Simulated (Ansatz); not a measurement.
# Lattice dynamics of KCo2As2 (I4/mmm), part 2 of 2

Wanted: phonon frequencies of KCo2As2 (I4/mmm) and what follows from them.

Ansatz 0.2.0; DFT PBEsol, scalar-relativistic, plane waves, PAW.

So far. Step 3 (Relaxing to small forces for the phonons): The largest force component left is 0.75 meV/Å and the pressure is -0.004 GPa, within the tolerances set. The cell now holds 18.61 Å³/atom. The relaxed cell has a = 3.715, c = 13.482 Å (conventional setting).

### 4. Linear response at the zone centre

The zone centre comes first: it holds the modes that light can see, as far as symmetry allows. No field response is asked, since the mesh shows no gap.

Contents of input.yaml:

```yaml
crystal:
  lattice:
    - [-1.8576666045, 1.8576666045, 6.7411116969]
    - [1.8576666045, -1.8576666045, 6.7411116969]
    - [1.8576666045, 1.8576666045, -6.7411116969]
  atoms:
    - { symbol: K, position: [0.0, 0.0, 0.0] }
    - { symbol: Co, position: [0.75, 0.25, 0.5] }
    - { symbol: Co, position: [0.25, 0.75, 0.5] }
    - { symbol: As, position: [0.3482426592, 0.3482426592, 0.0] }
    - { symbol: As, position: [0.6517573408, 0.6517573408, 0.0] }
kpoints:
  mp_grid: { grid: [12, 12, 12] }
hamiltonian:
  xc: pbesol
scf:
  occupations: { method: methfessel_paxton, width: 0.15 }
output:
  eigenvalues: true
phonons:
  method: dfpt
```

Command:

```console
$ ansatz run input.yaml --threads 16 --pin off --max-ram 61440MiB --backend cuda --events-out ev --progress --plain --runs-dir out
```

Numbers of over 12 decimals in the logs are rounded to 6 here.

Log:

```text
zone centre: on kpoints.mp_grid the ground state, and the responses unless they are solved on pairs of k-points, stand on 280 of the mesh's 1728 k-points, reduced under 4 symmetry operations, with k and −k counted as one. Each operation leaves every solved displacement unchanged or reverses it
[...]
GPU FFT provider: cuFFT
GPU libraries: cuBLAS 13.8.1, cuFFT 12.4.0, cuSOLVER 12.3.2
[...]
Crystal: 5 atoms, lattice volume = 93.052 Å³
Basis set: ecut = 420 eV, 1811 PW (Γ), exchange–correlation on 100×100×100 points (8 copies of the dense FFT grid, shifted against one another)
Bands: 44, of which v1, the nominal top of the filled ones, is band 37 counted from 1 (36 counted from 0)
Symmetry: 16 space group operations
k-points: 280 of 1728 (irreducible under 4 space group operations, time reversal used)
[...]
GPU buffer pool allocated for 125000 grid points (all kernels)
[...]
SCF iter   1: F=—  HF=-21330.139637 eV  |F-HF|=—  |Δ(HF+E_count)|=         —  Δρ=1.66e-2  dr2=1.70e-1  ethr=1.77e-3  ⟨swp⟩=7.2  Hψ=45956  notcnv=0
[...]
SCF iter  12: F=-21330.120505 eV  HF=-21330.120505 eV  |F-HF|=3.64e-12  |Δ(HF+E_count)|=    0.00e0  S|Δr|=    0.00e0  Δρ=1.59e-8  dr2=5.77e-13  ethr=1.00e-12  ⟨swp⟩=5.0  Hψ=47632  notcnv=0
SCF 1 converged in 12 iterations: F = -21330.120505 eV  dr2 = 5.77e-13
[...]
NSCF: frozen V_eff on 163 k-points, pencils in batches of 32, up to order 176
WARN: eigensolver did not converge (k=68): 1 band(s) unlocked after 20 sweeps at ethr=2.01e-12 eV (storage-precision floor; scheduled 1.00e-12 eV) (lowest unlocked band 43, counted from 0; max residual 3.46e-6 eV among the unlocked bands, 3.46e-6 eV over every band; other slots of this pass that fall short are told together in one closing line; warning suppressed until the next SCF loop or pass starts)
[...]
NSCF: frozen V_eff on 163 k-points
[...]
DFPT response loops at q = (0, 0, 0) (fractional): preconditioner auto → Kerker (q_TF=auto, 2.620 Å⁻¹) (partly filled bands, converged f_vac=0.047); β = 1.00, the filter's whole step (`scf.mixing.beta` (0.50) is not read by the response loops under this deck's `scf.mixing.preconditioner`; to damp them name `kerker` or `kerker_dos`, under which they read `scf.mixing.beta`, and type it under 1.00, their step now; both keys bind the ground state too); Anderson in place of MSR1; while a model of the screening serves, it and β = 1 on shorter waves in the place of filter and β
SCF converged after 12 iterations
[...]
Free energy (F): -21330.120505 eV
[...]
Internal energy: -21330.121262 eV  (E = F + TS)
E sigma→0 (E₀):  -21330.120694 eV
Entropy (-TS):   0.000757 eV (0.151 meV/atom)
Fermi energy:    11.176567 eV
[...]
--- Band table (eV; the first three rows and the last of 280) ---
  k-point 0: bands = [... 33 lower, 10.3393, 10.7704, 10.7704, 10.9778, 12.9635, 13.8564, 13.8564, 14.3700, ... 3 higher]
  k-point 1: bands = [... 33 lower, 10.2652, 10.4098, 10.5366, 11.2363, 12.9634, 13.0963, 13.1663, 15.1690, ... 3 higher]
  k-point 2: bands = [... 33 lower, 10.0526, 10.0645, 10.0792, 11.3883, 12.2432, 12.5367, 12.8386, 16.0388, ... 3 higher]
  k-point 279: bands = [... 33 lower, 10.5615, 10.6464, 10.8144, 10.8144, 10.9778, 13.7666, 13.7666, 14.5897, ... 3 higher]
--- Phonons (Γ-DFPT): 6 representative perturbations + reference (Σ response iterations 42) ---
  ASR residual: 7.169e-5 → 0.000e0 eV/Å²; symmetrization residual: 1.167e-9 eV/Å²
  ASR residual per site (eV/Å²): 7.17e-5 2.76e-6 2.76e-6 4.35e-6 4.35e-6
  Γ frequencies (cm⁻¹): 0.00 0.00 0.00 115.16 115.16 130.14 145.88 145.88 228.60 235.61 283.38 283.38 296.36 326.20 326.20
  non-analytic LO–TO correction: not included (Born effective charges unavailable; polar crystals: no LO–TO splitting at Γ)
```

Wall time 8.5 s (1 × NVIDIA GB200 with 16 threads of Arm Neoverse V2, shared host); peak memory 4.8 GiB.

This step gave:

- sum-rule residual before enforcement: 7.17e-5 eV/Å²
- point group: 4/mmm
- highest optical mode at the zone centre (no LO-TO term): 326.2 cm⁻¹
- lowest optical zone-centre mode: 115.2 cm⁻¹

Patterns of degenerate modes are one choice out of their space. The modes at Γ (shares of kinetic energy by element, %):

| mode | frequency (cm⁻¹) | symmetry | K % | Co % | As % |
| --- | --- | --- | --- | --- | --- |
| 1 | 0.0 | acoustic | 13 | 38 | 49 |
| 2 | 0.0 | acoustic | 13 | 38 | 49 |
| 3 | 0.0 | acoustic | 13 | 38 | 49 |
| 4 | 115.2 | Eu | 87 | 8 | 5 |
| 5 | 115.2 | Eu | 87 | 8 | 5 |
| 6 | 130.1 | A2u | 87 | 7 | 6 |
| 7 | 145.9 | Eg | 0 | 18 | 82 |
| 8 | 145.9 | Eg | 0 | 18 | 82 |
| 9 | 228.6 | B1g | 0 | 100 | 0 |
| 10 | 235.6 | A1g | 0 | 0 | 100 |
| 11 | 283.4 | Eu | 0 | 54 | 46 |
| 12 | 283.4 | Eu | 0 | 54 | 46 |
| 13 | 296.4 | A2u | 0 | 55 | 45 |
| 14 | 326.2 | Eg | 0 | 82 | 18 |
| 15 | 326.2 | Eg | 0 | 82 | 18 |

Displacements in mode 4 (115.2 cm⁻¹), the largest set to 1:
```
K1   1.00  0.00  0.00
Co2 -0.17  0.00  0.00
Co3 -0.17  0.00  0.00
As4 -0.13  0.00  0.00
As5 -0.13  0.00  0.00
```

Displacements in mode 14 (326.2 cm⁻¹), the largest set to 1:
```
K1   0.00  0.00  0.00
Co2 -1.00 -0.05  0.00
Co3  1.00  0.05  0.00
As4 -0.41  0.02  0.00
As5  0.41 -0.02  0.00
```

Before it was imposed, the acoustic sum rule was missed by 7.2e-5 eV/Å². Small misses are needed for a sound result but don't prove that mesh and cutoff are converged. The lowest optical mode is real, 115 cm⁻¹.

### 5. Phonons on a q mesh

Stability and thermal properties need the whole zone. Linear response on a 4×4×4 q mesh gives force constants as far as a supercell of that size would.

input.yaml: that of step 4 with these lines changed.

```diff
@@ -21 +21,8 @@
   method: dfpt
+  qmesh: [4, 4, 4]
+  temperatures: { t_max: 1000, t_step: 50 }
+  qpath:
+    path:
+      - [[0.0, 0.0, 0.0], [-0.5, 0.5, 0.0], [-0.5, 0.5, -0.03797017], [-0.26898508, 0.26898508, -0.26898508], [0.0, 0.0, 0.0], [0.5, 0.5, -0.5], [0.26898508, 0.73101492, -0.73101492], [0.0, 0.5, -0.5], [-0.25, 0.75, -0.25], [0.03797017, 0.96202983, -0.5], [0.5, 0.5, -0.5]]
+      - [[-0.5, 0.5, 0.0], [-0.25, 0.75, -0.25]]
+    npoints: 10
```

Log:

```text
[...]
GPU FFT provider: cuFFT
GPU libraries: cuBLAS 13.8.1, cuFFT 12.4.0, cuSOLVER 12.3.2
[...]
Crystal: 5 atoms, lattice volume = 93.052 Å³
Basis set: ecut = 420 eV, 1811 PW (Γ), exchange–correlation on 100×100×100 points (8 copies of the dense FFT grid, shifted against one another)
Bands: 44, of which v1, the nominal top of the filled ones, is band 37 counted from 1 (36 counted from 0)
Symmetry: 16 space group operations
k-points: 163 of 1728
[...]
GPU buffer pool allocated for 125000 grid points (all kernels)
[...]
SCF iter   1: F=—  HF=-21330.139637 eV  |F-HF|=—  |Δ(HF+E_count)|=         —  Δρ=1.66e-2  dr2=1.70e-1  ethr=1.77e-3  ⟨swp⟩=7.2  Hψ=26638  notcnv=0
[...]
SCF iter  12: F=-21330.120505 eV  HF=-21330.120505 eV  |F-HF|=0.00e0  |Δ(HF+E_count)|=  3.64e-12  S|Δr|=    0.00e0  Δρ=1.61e-8  dr2=5.68e-13  ethr=1.00e-12  ⟨swp⟩=5.0  Hψ=27755  notcnv=0
SCF 1 converged in 12 iterations: F = -21330.120505 eV  dr2 = 5.68e-13
[...]
phonons: the bands overlap, so this run is a metal and interpolates without the dipole-dipole term. If the crystal is really an insulator or semiconductor, its LO-TO splitting is missing
[...]
SCF converged after 12 iterations
[...]
Free energy (F): -21330.120505 eV
[...]
Internal energy: -21330.121262 eV  (E = F + TS)
E sigma→0 (E₀):  -21330.120694 eV
Entropy (-TS):   0.000757 eV (0.151 meV/atom)
Fermi energy:    11.176567 eV
[...]
--- Band table (eV; the first three rows and the last of 163) ---
  k-point 0: bands = [... 33 lower, 10.3393, 10.7704, 10.7704, 10.9778, 12.9635, 13.8564, 13.8564, 14.3700, ... 3 higher]
  k-point 1: bands = [... 33 lower, 10.2652, 10.4098, 10.5366, 11.2363, 12.9634, 13.0963, 13.1663, 15.1690, ... 3 higher]
  k-point 2: bands = [... 33 lower, 10.0526, 10.0645, 10.0792, 11.3883, 12.2432, 12.5367, 12.8386, 16.0388, ... 3 higher]
  k-point 162: bands = [... 33 lower, 10.5615, 10.6464, 10.8144, 10.8144, 10.9778, 13.7666, 13.7666, 14.5897, ... 3 higher]
[...]
ASR residual: 7.164e-5 → 0.000e0 eV/Å²; symmetrization residual: 3.170e-9 eV/Å²
  ASR residual per site (eV/Å²): 7.16e-5 1.99e-6 1.99e-6 4.43e-6 4.43e-6
[...]
--- Phonons (arbitrary-q DFPT): 13 irreducible q on the 4×4×4 mesh ---
  q = [0.0000, 0.0000, 0.0000] (star 1, of the zone-centre solve; hermiticity 4.32e-10, symmetrization 1.41e-13): -0.00 0.00 0.00 115.16 115.16 130.14 145.88 145.88 228.60 235.61 283.38 283.38 296.36 326.20 326.20
  q = [0.0000, 0.0000, 0.2500] (star 4, 6 solved perturbations in 3912 linear systems a pass and spin channel, the states on 510 of 1728 k-point pairs; hermiticity 7.00e-11, symmetrization 4.55e-12): 64.56 72.94 108.69 114.43 130.59 131.14 146.68 175.21 213.16 229.25 283.13 283.15 286.08 301.97 330.44
[...]
sum rule: each row above includes the acoustic sum rule's correction from the zone centre's row sums; it moved no ω² by more than (0.71 cm⁻¹)²
  mesh force constants: q→R imaginary residual 1.65e-18; ASR residual 7.164e-5 → 0.000e0 eV/Å²; symmetrization residual 8.882e-15 eV/Å²
  interpolated dispersion: 112 rows × 15 modes
  density of states and harmonic sums: on the 20×20×24 q-mesh, interpolated from the force constants of a 4×4×4 supercell (no non-analytic term)
  largest difference from the sums on the solved wave vectors: F 1.35e-2 eV, S 1.75e-5 and C_V 4.02e-6 eV/K
  zero-point energy: 0.177893 eV/cell   skipped modes (ω ≤ 0): 3   left out of the sums: 2.08e-5 of the cell's modes: C_V's classical limit lies that fraction below 3 k_B per atom; for a crystal, a wire or a layer, F and S can be off by more, and a phonons.interpolated_qmesh denser along its periods is the remedy for the sampling
```

Run time: 43 s. Hardware: 1 × NVIDIA GB200 with 16 threads; peak memory 5.7 GiB.

Numbers from this step:

```
sum-rule residual before enforcement                    : 7.16e-5 eV/Å²
lowest frequency on the path                            : 0 cm⁻¹
highest frequency on the path or at a solved wavevector : 332 cm⁻¹
mean frequency                                          : 191.3 cm⁻¹
Debye temperature (second moment)                       : 390 K
logarithmic mean frequency                              : 169.1 cm⁻¹
lowest mode on the q mesh (acoustic modes at Γ apart)   : 27.34 cm⁻¹
zero-point energy per atom                              : 35.58 meV
heat capacity at 300 K                                  : 22.99 J/(mol atoms K)
vibrational entropy at 300 K                            : 31.18 J/(mol atoms K)
```

Frequencies (cm⁻¹) solved at each irreducible wavevector; negative means imaginary. Frequencies by wavevector, by row:

| q in reciprocal lattice units | star | mode 1 | mode 2 | mode 3 | mode 4 | mode 13 | mode 14 | mode 15 |
| --- | --- | --- | --- | --- | --- | --- | --- | --- |
| 0 0 0 | 1 | 0 | 0 | 0 | 115.2 | 296.4 | 326.2 | 326.2 |
| 0 0 0.25 | 4 | 64.6 | 72.9 | 108.7 | 114.4 | 286.1 | 302 | 330.4 |
| 0 0 -0.5 | 2 | 98.5 | 108.8 | 113.1 | 133.8 | 270.6 | 329.1 | 329.8 |
| 0 0.25 0 | 8 | 50.6 | 70.8 | 90.1 | 111.3 | 294.1 | 314.1 | 322.1 |
| 0 0.25 0.25 | 16 | 88.4 | 90.7 | 115.3 | 117.4 | 279.4 | 321.9 | 322.7 |
| 0 -0.5 0 | 4 | 82.8 | 91.8 | 103.2 | 113.9 | 295.4 | 308.2 | 309 |
| 0 -0.5 0.25 | 8 | 64.2 | 79 | 102 | 120.2 | 286.3 | 302.2 | 330.9 |
| 0.25 0.25 0.25 | 2 | 102.9 | 102.9 | 113.2 | 139.5 | 270.1 | 329.1 | 329.9 |
| 0.25 0.25 -0.25 | 2 | 27.3 | 27.3 | 37.4 | 107.3 | 296.5 | 326.1 | 326.1 |
| 0.25 -0.5 -0.5 | 8 | 48.8 | 77.8 | 80.2 | 102.8 | 294.1 | 314.1 | 322.9 |
| 0.25 -0.25 0.25 | 4 | 84 | 89 | 103.2 | 113.4 | 295.3 | 308.4 | 308.6 |
| 0.25 -0.25 -0.5 | 4 | 63.8 | 86.5 | 98.1 | 117.2 | 286.5 | 302.6 | 331.4 |
| -0.5 -0.5 -0.5 | 1 | 41.2 | 41.2 | 56.1 | 98.7 | 298 | 326 | 326 |

Interpolated from a 4×4×4 q mesh. The phonon branches at the labelled points (cm⁻¹):

| point | branch 1 | branch 2 | branch 3 | branch 4 | branch 12 | branch 13 | branch 14 | branch 15 |
| --- | --- | --- | --- | --- | --- | --- | --- | --- |
| Γ | 0 | 0 | 0 | 115 | 283 | 296 | 326 | 326 |
| halfway | 65 | 73 | 109 | 114 | 283 | 286 | 302 | 330 |
| X | 98 | 109 | 113 | 134 | 270 | 270 | 329 | 330 |
| halfway | 98 | 109 | 113 | 134 | 270 | 271 | 329 | 330 |
| Y | 98 | 108 | 113 | 133 | 270 | 271 | 328 | 330 |
| halfway | 88 | 89 | 115 | 116 | 280 | 281 | 318 | 324 |
| S | 82 | 86 | 104 | 109 | 293 | 298 | 305 | 312 |
| halfway | 55 | 74 | 96 | 113 | 287 | 295 | 313 | 322 |
| Γ | 0 | 0 | 0 | 115 | 283 | 296 | 326 | 326 |
| halfway | 27 | 27 | 37 | 107 | 283 | 296 | 326 | 326 |
| Z | 41 | 41 | 56 | 99 | 283 | 298 | 326 | 326 |
| halfway | 48 | 75 | 76 | 100 | 292 | 293 | 316 | 323 |
| S1 | 82 | 86 | 104 | 109 | 293 | 298 | 305 | 312 |
| halfway | 83 | 89 | 103 | 112 | 294 | 296 | 307 | 310 |
| N | 83 | 92 | 103 | 114 | 295 | 295 | 308 | 309 |
| halfway | 89 | 90 | 115 | 118 | 279 | 279 | 322 | 323 |
| P | 103 | 103 | 113 | 140 | 270 | 270 | 329 | 330 |
| halfway | 100 | 107 | 113 | 136 | 270 | 270 | 329 | 330 |
| Y1 | 98 | 108 | 113 | 133 | 270 | 271 | 328 | 330 |
| halfway | 60 | 82 | 96 | 115 | 286 | 292 | 300 | 331 |
| Z | 41 | 41 | 56 | 99 | 283 | 298 | 326 | 326 |
| jump to X | 98 | 109 | 113 | 134 | 270 | 270 | 329 | 330 |
| halfway | 100 | 107 | 113 | 136 | 270 | 270 | 329 | 330 |
| P | 103 | 103 | 113 | 140 | 270 | 270 | 329 | 330 |

Tetrahedra on a 20×20×24 mesh, mean over bins of 5 cm-1. Interpolated from a 4×4×4 q mesh. The phonon density of states by wavenumber; read off at these points:

wavenumber (cm⁻¹), phonon density of states (1/cm⁻¹/cell) and a bar:
```
        2      0.000 
       18      0.001 
       32      0.006 #
       48      0.022 #####
       68      0.028 ######
       82      0.052 ###########
       98      0.047 ##########
      112      0.143 ##############################
      128      0.095 ####################
      142      0.086 ##################
      158      0.012 ##
      178      0.017 ####
      192      0.021 ####
      208      0.037 ########
      222      0.034 #######
      232      0.095 ####################
      238      0.027 ######
      252      0.015 ###
      268      0.015 ###
      282      0.121 #########################
      288      0.115 ########################
      302      0.047 ##########
      318      0.050 ###########
      328      0.110 #######################
      332      0.028 ######
```

The partial phonon density of states has structure finer than the step of the table below, so its rows give means over 20 cm⁻¹, whole bins alone (the curve runs from -10 to 352 cm⁻¹). Peaks (cm⁻¹: height): As 87.9: 0.0352, 144.8: 0.0455, 208.5: 0.0220, 231.3: 0.0711, 286.0: 0.0511, 326.9: 0.0243; Co 87.9: 0.0221, 213.1: 0.0508, 286.0: 0.0798, 326.9: 0.0744; K 115.2: 0.0975.

Phonopy on the run's constants, 15x15x21 mesh, Gaussian sigma 2.6 cm-1. Interpolated from a 4×4×4 q mesh. Table of partial phonon density of states by wavenumber; means over each step; values in 1/cm⁻¹/cell:

| wavenumber (cm⁻¹) | As | Co | K |
| --- | --- | --- | --- |
| 0 | 5.0e-5 | 3.9e-5 | 1.3e-5 |
| 20 | 0.00118 | 9.2e-4 | 2.8e-4 |
| 40 | 0.00660 | 0.00509 | 0.00115 |
| 60 | 0.0131 | 0.00961 | 0.00154 |
| 80 | 0.0253 | 0.0166 | 0.00594 |
| 100 | 0.0227 | 0.0130 | 0.0283 |
| 120 | 0.0259 | 0.0118 | 0.0737 |
| 140 | 0.0330 | 0.0122 | 0.0316 |
| 160 | 0.0141 | 0.00412 | 0.00576 |
| 180 | 0.0134 | 0.00374 | 6.1e-4 |
| 200 | 0.0177 | 0.0111 | 4.1e-4 |
| 220 | 0.0249 | 0.0342 | 2.6e-4 |
| 240 | 0.0236 | 0.0150 | 2.1e-4 |
| 260 | 0.00570 | 0.0118 | 5.8e-5 |
| 280 | 0.0333 | 0.0527 | 1.2e-4 |
| 300 | 0.0201 | 0.0409 | 4.1e-5 |
| 320 | 0.0168 | 0.0494 | 3.0e-5 |
| 340 | 0.00274 | 0.00794 | 4.2e-6 |

Harmonic thermodynamic functions per atom, from the density of states. Interpolated from a 4×4×4 q mesh. Thermodynamic functions, by row:

| T (K) | F_vib (meV/atom) | S (J/mol-atom/K) | C_V (J/mol-atom/K) |
| --- | --- | --- | --- |
| 0 | 35.58 | 0 | 0 |
| 50 | 35.14 | 2.911 | 6.183 |
| 100 | 31.87 | 9.845 | 14.14 |
| 200 | 14.92 | 22.23 | 20.94 |
| 300 | -13 | 31.18 | 22.99 |
| 400 | -48.96 | 37.92 | 23.81 |
| 500 | -91.14 | 43.28 | 24.2 |
| 600 | -138.4 | 47.72 | 24.43 |
| 700 | -189.8 | 51.49 | 24.56 |
| 800 | -244.9 | 54.78 | 24.65 |
| 900 | -303.2 | 57.69 | 24.71 |
| 1000 | -364.4 | 60.29 | 24.75 |

Harmonic mean-square displacement, third of the trace. Interpolated from a 4×4×4 q mesh. Mean square displacements, by row:

| T (K) | K1 U_eq (Å²) | Co2 U_eq (Å²) | Co3 U_eq (Å²) | As4 U_eq (Å²) | As5 U_eq (Å²) |
| --- | --- | --- | --- | --- | --- |
| 0 | 0.00375 | 0.00163 | 0.00163 | 0.00162 | 0.00162 |
| 100 | 0.00598 | 0.00278 | 0.00278 | 0.00291 | 0.00291 |
| 300 | 0.01532 | 0.00682 | 0.00682 | 0.00745 | 0.00745 |
| 600 | 0.03013 | 0.0133 | 0.0133 | 0.01464 | 0.01464 |

Symmetry leaves 13 wavevectors to solve. The lowest mode among them, the acoustic zeros apart, lies at q = (0.25, 0.25, -0.25) and is real, 27.3 cm⁻¹.

### 6. Summary of results

* space group after relaxation (within 0.01 Å): I4/mmm
* volume per atom: 18.6 Å³
* electronic character: no gap on this mesh
* highest optical mode at the zone centre (no LO-TO term): 326 cm⁻¹
* lowest optical zone-centre mode: 115 cm⁻¹
* lowest mode on the q mesh (acoustic modes at Γ apart): 27.3 cm⁻¹
* highest frequency on the path or at a solved wavevector: 332 cm⁻¹
* zero-point energy per atom: 35.6 meV
* heat capacity at 300 K: 23.0 J/(mol atoms K)
* vibrational entropy at 300 K: 31.2 J/(mol atoms K)
* Debye temperature (second moment): 390 K
* imaginary modes on the 4×4×4 q mesh: none

**Reading.** The structure is a minimum as far as tested: no mode is imaginary at the 13 irreducible wavevectors of the 4×4×4 mesh, and the softest away from the acoustic zeros lies at 27 cm⁻¹. The optical modes at Γ span 115 to 326 cm⁻¹. The highest mode in this list at Γ, 326.2 cm⁻¹, is mostly motion of Co (82 % of the kinetic energy). With no gap, or one that is small against the smearing, the frequencies hang on the k mesh and the smearing, most of all near Kohn anomalies. The phonon runs are without spin polarisation, although the cell has an odd electron count. A phonon run warned that its eigensolver left some bands unconverged in a pass. These are harmonic frequencies at zero temperature: anharmonic shifts, linewidths and thermal expansion are left out.

[Logs are printed without paths, hosts, clocks, repeated set-up lines and the standing remarks that a program may print on its own settings, such as how far it seeks lower states.]

[Hosts, paths, dates, database ids (printed as entryN), source tags and the programs' standing remarks are cut or masked in the printed files.]
